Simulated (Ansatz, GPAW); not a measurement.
# Geometry or basis: what sets the conductance of hydroquinonedithiol between two Pd chains, part 3 of 4

Aim: the conductance of hydroquinonedithiol between two Pd chains after relaxation, and whether geometry, basis or functional moves it most.

GPAW 26.7.0 and Ansatz 0.2.0; Ansatz plane waves; relaxation of the junction with the lead ends held; PAW set soft_1 (the session's first sound run).

So far, transmission at the Fermi level (one spin): step 3 (plane waves, PBE) 0.0440; step 4 (GPAW, dzp, PBE, GPAW) 0.0386. Also open channels of the lead at the Fermi level (one spin): step 4 4.

## Step 5: Single-zeta polarised basis

Level of this step: GPAW LCAO, PAW setups; Landauer transmission from Green's functions with principal layers (ASE), zero bias (GPAW).

The second zeta is dropped, the polarisation orbitals stay.

Contents of run.py:

```python
import json
import numpy as np
from ase import Atoms
from ase.transport.calculators import TransportCalculator
from gpaw import GPAW, FermiDirac
from gpaw.lcao.tools import get_lcao_hamiltonian
from scipy.linalg import eigh

# The junction with lead layers at both ends, along the third cell vector
device = Atoms(
    ['Pd', 'Pd', 'Pd', 'Pd', 'Pd', 'Pd', 'Pd', 'Pd', 'S', 'H', 'C', 'C', 'H', 'O', 'C', 'C', 'O', 'H', 'C', 'C', 'H', 'S', 'Pd', 'Pd', 'Pd', 'Pd', 'Pd', 'Pd', 'Pd', 'Pd'],
    positions=[
        [6.27284, 4.50000, 1.25000],
        [6.27284, 4.50000, 3.75000],
        [6.27284, 4.50000, 6.25000],
        [6.27284, 4.50000, 8.75000],
        [6.27284, 4.50000, 11.25000],
        [6.27284, 4.50000, 13.75000],
        [5.55922, 4.66969, 16.14941],
        [6.56287, 4.53307, 18.54417],
        [5.24943, 4.60037, 20.32944],
        [8.02138, 4.58230, 21.51783],
        [5.89205, 4.59578, 21.92601],
        [7.25300, 4.58621, 22.29032],
        [3.50328, 4.61247, 21.73813],
        [3.58827, 4.61215, 22.72222],
        [4.90425, 4.60117, 23.00313],
        [7.64193, 4.58220, 23.61972],
        [8.95800, 4.57529, 23.90046],
        [9.04287, 4.56963, 24.88452],
        [5.29324, 4.59397, 24.33247],
        [6.65429, 4.58351, 24.69674],
        [4.52521, 4.59664, 25.10528],
        [7.29714, 4.56953, 26.29302],
        [5.98234, 4.51082, 28.07708],
        [6.98539, 4.71561, 30.46581],
        [6.27284, 4.50000, 32.86022],
        [6.27284, 4.50000, 35.36022],
        [6.27284, 4.50000, 37.86022],
        [6.27284, 4.50000, 40.36022],
        [6.27284, 4.50000, 42.86022],
        [6.27284, 4.50000, 45.36022]],
    cell=[[12.54569, 0.0, 0.0], [0.0, 9.0, 0.0], [0.0, 0.0, 46.61022]],
    pbc=True)

# One principal layer of the lead: the first 5 atoms of the device
lead = Atoms(
    ['Pd', 'Pd', 'Pd', 'Pd', 'Pd'],
    positions=[
        [6.27284, 4.50000, 1.25000],
        [6.27284, 4.50000, 3.75000],
        [6.27284, 4.50000, 6.25000],
        [6.27284, 4.50000, 8.75000],
        [6.27284, 4.50000, 11.25000]],
    cell=[[12.54569, 0.0, 0.0], [0.0, 9.0, 0.0], [0.0, 0.0, 12.5]],
    pbc=True)

settings = dict(mode='lcao', basis='szp(dzp)', xc='PBE', h=0.18,
                occupations=FermiDirac(0.1), maxiter=250,
                mixer=dict(beta=0.1, nmaxold=8, weight=100.0),
                convergence=dict(density=0.0001))
energies = np.arange(-2, 2 + 1e-9, 0.025)
eta = 0.0001
n1, n2 = 1, 1
# k and -k transmit alike, so half of the mesh across the current serves
mesh = [(i, j) for i in range(n1) for j in range(n2) if (i, j) <= (-i % n1, -j % n2)]
weights = np.array([1 if (i, j) == (-i % n1, -j % n2) else 2 for i, j in mesh]) / (n1 * n2)

# [... helper functions left out ...]
fermi_lead = ground_state(lead, (1, 1, 9), 'lead.txt')
fermi_device = ground_state(device, (1, 1, 2), 'device.txt')
# [... loop over the mesh left out, but for ...]
        # Shift the lead onto the potential of the device's first layer
        shift = ((H[:, 0, 0] - H0[:, 0, 0]) / S0[0, 0]).real.mean()
# [...]
kT = 8.617333e-5 * 300
bias = [0.1, 0.2, 0.5, 1.0, 1.5, 2.0]
# [... integrals and printing left out ...]
```

The run is started by

```console
$ OMP_NUM_THREADS=1 OPENBLAS_NUM_THREADS=1 python run.py
```

Numbers of over 12 decimals in the logs are rounded to 6 here.

Log:

```text
basis functions: device 346, principal layer 75
Fermi level: lead -4.4765 eV, device -4.3912 eV; lead shifted by -0.0008 eV
largest coupling past the next layer 1.09e-04 eV, largest misfit of the first layer 0.037 eV
  E-E_F (eV)   T (one spin)  [channel counts left out]
    -2.000    8.9487e-01
    -1.975    3.5923e-01
    -1.950    1.6937e-01
[...]
1.975    7.6166e-05
     2.000    9.0038e-05
conductance at 300 K: 0.020113 G0 a cell; thermopower 78.93 uV/K
current from the zero-bias T(E) at 0.1 V: 0.15191 uA
current from the zero-bias T(E) at 0.2 V: 0.29381 uA
current from the zero-bias T(E) at 0.5 V: 0.75116 uA
current from the zero-bias T(E) at 1.0 V: 5.0083 uA
current from the zero-bias T(E) at 1.5 V: 12.906 uA
current from the zero-bias T(E) at 2.0 V: 21.489 uA
```

Elapsed: 6.4 min, on 1 thread of Arm Neoverse V2, shared host; peak memory 3 GiB.

This step gave:

| Property | Result |
| --- | --- |
| conductance | 0.02011 G₀ |
| largest coupling past the next principal layer | 1.09e-4 eV |
| largest misfit of the first principal layer | 0.03729 eV |
| shift that aligns the lead | -7.74e-4 eV |
| basis functions of the junction | 346 |
| basis functions of a principal layer | 75 |
| transmission at the Fermi level (one spin) | 0.02388 |

One spin. Transmission, zone mean against energy, zero at the Fermi level:

energy (eV), log10 transmission, zone mean and a bar from the least value:
```
   -2.000        0.0 ##############################
   -1.800       -1.4 #########################
   -1.600       -1.3 #########################
   -1.400       -1.4 ########################
   -1.200       -1.9 #######################
   -1.050       -0.1 ##############################
   -1.000       -0.9 ##########################
   -0.850        0.0 ##############################
   -0.800       -0.3 #############################
   -0.600       -0.8 ###########################
   -0.525       -0.1 ##############################
   -0.400       -0.7 ###########################
   -0.200       -1.4 ########################
    0.000       -1.6 ########################
    0.200       -3.3 #################
    0.400       -3.5 ################
    0.600       -3.6 ################
    0.800       -3.8 ###############
    1.000       -4.0 ##############
    1.200       -4.3 #############
    1.400       -4.8 ###########
    1.600       -7.5 
    1.800       -4.8 ###########
    2.000       -4.0 ##############
```

The conductance, 0.0201 G₀, lies 46 % below that of the dzp run.

## Step 6: GPAW, sz: basis = "sz(dzp)"

One function for each valence shell of the setup, as for a first survey of a large system.

run.py: that of step 5 with these lines changed.

```diff
@@ -57,3 +57,3 @@
 
-settings = dict(mode='lcao', basis='szp(dzp)', xc='PBE', h=0.18,
+settings = dict(mode='lcao', basis='sz(dzp)', xc='PBE', h=0.18,
                 occupations=FermiDirac(0.1), maxiter=250,
```

Log:

```text
basis functions: device 236, principal layer 60
Fermi level: lead -4.4973 eV, device -4.4595 eV; lead shifted by -0.0003 eV
largest coupling past the next layer 1.08e-04 eV, largest misfit of the first layer 0.023 eV
  E-E_F (eV)   T (one spin)  [channel counts left out]
    -2.000    4.3531e-01
    -1.975    1.9792e-01
    -1.950    1.1517e-01
[...]
1.975    1.8301e-04
     2.000    2.0090e-04
conductance at 300 K: 0.028233 G0 a cell; thermopower 63.13 uV/K
current from the zero-bias T(E) at 0.1 V: 0.21028 uA
current from the zero-bias T(E) at 0.2 V: 0.39248 uA
current from the zero-bias T(E) at 0.5 V: 0.95404 uA
current from the zero-bias T(E) at 1.0 V: 6.6289 uA
current from the zero-bias T(E) at 1.5 V: 17.1 uA
current from the zero-bias T(E) at 2.0 V: 25.137 uA
```

Elapsed: 5.2 min, on 1 thread; peak memory 2.9 GiB.

This step gave:

| Item | Value |
| --- | --- |
| conductance | 0.02823 G₀ |
| largest coupling past the next principal layer | 1.08e-4 eV |
| largest misfit of the first principal layer | 0.02254 eV |
| shift that aligns the lead | -3.50e-4 eV |
| basis functions of the junction | 236 |
| basis functions of a principal layer | 60 |
| transmission at the Fermi level (one spin) | 0.03377 |

The conductance, 0.0282 G₀, lies 24 % below that of the dzp run.

## Step 7: revPBE in the dzp basis: xc = "revPBE"

Back in the dzp basis, the functional changes from PBE to revPBE, to set the spread between functionals beside that between bases.

run.py: that of step 6 with these lines changed.

```diff
@@ -57,3 +57,3 @@
 
-settings = dict(mode='lcao', basis='sz(dzp)', xc='PBE', h=0.18,
+settings = dict(mode='lcao', basis='dzp', xc='revPBE', h=0.18,
                 occupations=FermiDirac(0.1), maxiter=250,
```

Log:

```text
basis functions: device 582, principal layer 135
Fermi level: lead -4.1665 eV, device -3.9629 eV; lead shifted by -0.0021 eV
largest coupling past the next layer 1.03e-04 eV, largest misfit of the first layer 0.034 eV
  E-E_F (eV)   T (one spin)  [channel counts left out]
    -2.000    1.0491e-01
    -1.975    2.0600e-01
    -1.950    4.7604e-01
[...]
1.975    1.8476e-04
     2.000    2.1915e-04
conductance at 300 K: 0.037114 G0 a cell; thermopower 17.76 uV/K
current from the zero-bias T(E) at 0.1 V: 0.28211 uA
current from the zero-bias T(E) at 0.2 V: 0.532 uA
current from the zero-bias T(E) at 0.5 V: 1.1927 uA
current from the zero-bias T(E) at 1.0 V: 8.7164 uA
current from the zero-bias T(E) at 1.5 V: 15.435 uA
current from the zero-bias T(E) at 2.0 V: 22.671 uA
```

Wall time 8.8 min (1 thread); peak memory 3.2 GiB.

This step gave:

- conductance: 0.03711 G₀
- largest coupling past the next principal layer: 1.03e-4 eV
- largest misfit of the first principal layer: 0.03411 eV
- shift that aligns the lead: -0.002100 eV
- basis functions of the junction: 582
- basis functions of a principal layer: 135
- transmission at the Fermi level (one spin): 0.03881

The conductance, 0.0371 G₀, lies 0.3 % below that of the dzp run.

## Step 8: Without the relaxation: geometry = "as built"

The dzp basis with PBE on the structure as first built shows what the relaxation was worth.

run.py: that of step 7 with these lines changed.

```diff
@@ -18,20 +18,20 @@
         [6.27284, 4.50000, 13.75000],
-        [5.55922, 4.66969, 16.14941],
-        [6.56287, 4.53307, 18.54417],
-        [5.24943, 4.60037, 20.32944],
-        [8.02138, 4.58230, 21.51783],
-        [5.89205, 4.59578, 21.92601],
-        [7.25300, 4.58621, 22.29032],
-        [3.50328, 4.61247, 21.73813],
-        [3.58827, 4.61215, 22.72222],
-        [4.90425, 4.60117, 23.00313],
-        [7.64193, 4.58220, 23.61972],
-        [8.95800, 4.57529, 23.90046],
-        [9.04287, 4.56963, 24.88452],
-        [5.29324, 4.59397, 24.33247],
-        [6.65429, 4.58351, 24.69674],
-        [4.52521, 4.59664, 25.10528],
-        [7.29714, 4.56953, 26.29302],
-        [5.98234, 4.51082, 28.07708],
-        [6.98539, 4.71561, 30.46581],
+        [6.27284, 4.50000, 16.25000],
+        [6.27284, 4.50000, 18.75000],
+        [4.80365, 5.23905, 20.47037],
+        [7.63911, 5.24712, 21.22639],
+        [5.63233, 5.23233, 22.04999],
+        [7.02589, 5.23828, 22.12294],
+        [3.25000, 5.26236, 22.29772],
+        [3.52405, 5.24461, 23.23498],
+        [4.89359, 5.23837, 23.24114],
+        [7.65207, 5.23836, 23.36908],
+        [9.02161, 5.24460, 23.37523],
+        [9.29565, 5.26238, 24.31250],
+        [5.51976, 5.23832, 24.48728],
+        [6.91333, 5.23236, 24.56023],
+        [4.90654, 5.24719, 25.38382],
+        [7.74200, 5.23912, 26.13984],
+        [6.27284, 4.50000, 27.86022],
+        [6.27284, 4.50000, 30.36022],
         [6.27284, 4.50000, 32.86022],
@@ -57,3 +57,3 @@
 
-settings = dict(mode='lcao', basis='dzp', xc='revPBE', h=0.18,
+settings = dict(mode='lcao', basis='dzp', xc='PBE', h=0.18,
                 occupations=FermiDirac(0.1), maxiter=250,
```

Log:

```text
basis functions: device 582, principal layer 135
Fermi level: lead -4.3154 eV, device -4.1525 eV; lead shifted by -0.0013 eV
largest coupling past the next layer 1.07e-04 eV, largest misfit of the first layer 0.033 eV
  E-E_F (eV)   T (one spin)  channels
    -2.000    7.5919e-01    3.0000
    -1.975    8.2069e-01    3.0000
    -1.950    8.7698e-01    3.0000
[...]
1.975    1.5236e-04    1.0000
     2.000    1.4504e-04    1.0000
conductance at 300 K: 0.597 G0 a cell; thermopower 11.18 uV/K
current from the zero-bias T(E) at 0.1 V: 4.539 uA
current from the zero-bias T(E) at 0.2 V: 8.5496 uA
current from the zero-bias T(E) at 0.5 V: 17.125 uA
current from the zero-bias T(E) at 1.0 V: 24.037 uA
current from the zero-bias T(E) at 1.5 V: 39.056 uA
current from the zero-bias T(E) at 2.0 V: 43.448 uA
```

It took 7.4 min on 1 thread; peak memory 3.2 GiB.

This step gave:

* conductance: 0.5970 G₀
* largest coupling past the next principal layer: 1.07e-4 eV
* largest misfit of the first principal layer: 0.03284 eV
* shift that aligns the lead: -0.001293 eV
* transmission at the Fermi level (one spin): 0.6238

One spin. The transmission, zone mean by energy, zero at the Fermi level:

energy (eV), transmission, zone mean and a bar:
```
   -2.000       0.76 ######################
   -1.825       1.00 ##############################
   -1.800       1.00 ##############################
   -1.600       0.95 ############################
   -1.400       0.98 #############################
   -1.200       0.34 ##########
   -1.000       0.12 ####
   -0.900       0.30 #########
   -0.800       0.09 ###
   -0.650       1.02 ##############################
   -0.600       0.88 ##########################
   -0.400       0.26 ########
   -0.200       0.49 ###############
   -0.025       0.63 ###################
    0.000       0.62 ##################
    0.175       0.82 ########################
    0.200       0.15 #####
    0.400       0.00 
    0.600       0.00 
    0.800       0.00 
    1.000       0.00 
    1.200       0.00 
    1.400       0.00 
    1.600       0.00 
    1.800       0.00 
    2.000       0.00
```

The conductance, 0.597 G₀, lies a factor of 16 above that of the dzp run. At 0.125 eV T drops to or jumps from 0.0243 where the lead's channel count changes: a band edge of the lead lies in the thermal window, and enters the average.

## Step 9: The ladder

Times are wall times on the hardware named with each run. Results by setting:

```tsv
no.	run	conductance (G₀)	time	memory (GiB)
1	pw PBE	0.04276	1.6 h	6.5
2	dzp	0.03723	9.1 min	3.2
3	szp	0.02011	6.4 min	3.0
4	sz	0.02823	5.2 min	2.9
5	dzp revPBE	0.03711	8.8 min	3.2
6	asbuilt	0.5970	7.4 min	3.2
```

## Step 10: Comparison

The curves are compared point by point over the common energies.

This step: comparison of transmission and cost over codes, levels and geometry; PAW set soft_1 (GPAW 26.7.0).

Ladder, by row:

```tsv
step	code	T at the Fermi level (sum over the listed spins)	conductance (G0)	r.m.s. T(E) from the first	wall time (s)	peak memory (GiB)	threads
pw-pbe	Ansatz	0.04401	0.04276	0	5718	6.525	4
dzp	GPAW	0.03864	0.03723	0.1286	544.4	3.19	1
szp	GPAW	0.02388	0.02011	0.1817	382.2	3.04	1
sz	GPAW	0.03377	0.02823	0.1876	312.5	2.9	1
dzp-revPBE	GPAW	0.03881	0.03711	0.1182	529.5	3.19	1
asbuilt	GPAW	0.6238	0.597	0.4374	444.9	3.19	1
```

The transmission, zone mean, sum over the listed spins by energy, zero at the Fermi level:

```tsv
energy (eV)	pw-pbe	dzp	szp	sz	dzp-revPBE	asbuilt
-2.000	0.100	0.0961	0.895	0.435	0.105	0.759
-1.925	0.899	0.870	0.103	0.0801	0.955	0.925
-1.800	0.184	0.161	0.0411	0.0384	0.143	0.998
-1.600	0.102	0.0918	0.0475	0.0443	0.0884	0.949
-1.400	0.0606	0.0809	0.0361	0.0356	0.0770	0.977
-1.200	0.0336	0.0378	0.0132	0.0146	0.0342	0.337
-1.025	0.0150	0.0155	0.243	0.955	0.0133	0.110
-1.000	0.0190	0.0151	0.113	0.539	0.0164	0.125
-0.925	0.884	0.989	0.221	0.134	0.393	0.276
-0.850	0.921	0.229	0.942	0.270	0.314	0.188
-0.825	0.997	0.498	0.653	0.460	0.703	0.128
-0.800	0.876	0.963	0.466	0.778	0.988	0.0900
-0.775	0.747	0.836	0.388	0.992	0.742	0.111
-0.600	0.174	0.288	0.159	0.239	0.281	0.880
-0.525	0.636	0.167	0.831	0.732	0.169	0.738
-0.475	0.944	0.265	0.526	0.746	0.579	0.199
-0.400	0.485	0.932	0.208	0.244	0.788	0.263
-0.200	0.0512	0.0498	0.0379	0.0454	0.0479	0.491
0.000	0.0440	0.0386	0.0239	0.0338	0.0388	0.624
0.200	0.00229	0.00177	5.4e-4	3.2e-4	0.00161	0.152
0.400	9.4e-4	7.6e-4	3.5e-4	1.6e-4	7.0e-4	0.00390
0.600	5.3e-4	4.3e-4	2.5e-4	8.9e-5	4.2e-4	7.3e-4
0.800	3.1e-4	2.5e-4	1.7e-4	4.4e-5	2.5e-4	1.3e-4
1.000	1.7e-4	1.3e-4	1.0e-4	1.5e-5	1.3e-4	2.5e-6
1.200	7.7e-5	5.8e-5	4.9e-5	8.0e-7	6.0e-5	2.5e-5
1.400	1.9e-5	1.2e-5	1.4e-5	4.8e-6	1.3e-5	9.1e-5
1.600	4.7e-7	1.7e-6	3.0e-8	3.1e-5	7.4e-7	1.5e-4
1.800	5.0e-5	5.4e-5	1.7e-5	9.0e-5	4.4e-5	1.8e-4
2.000	2.6e-4	2.5e-4	9.0e-5	2.0e-4	2.2e-4	1.5e-4
```

(Continued in part 4 of 4.)

[Logs are printed without paths, hosts, clocks, repeated set-up lines and the standing remarks that a program may print on its own settings, such as how far it seeks lower states.]

[Hosts, paths, dates, database ids (printed as entryN), source tags and the programs' standing remarks are cut or masked in the printed files.]
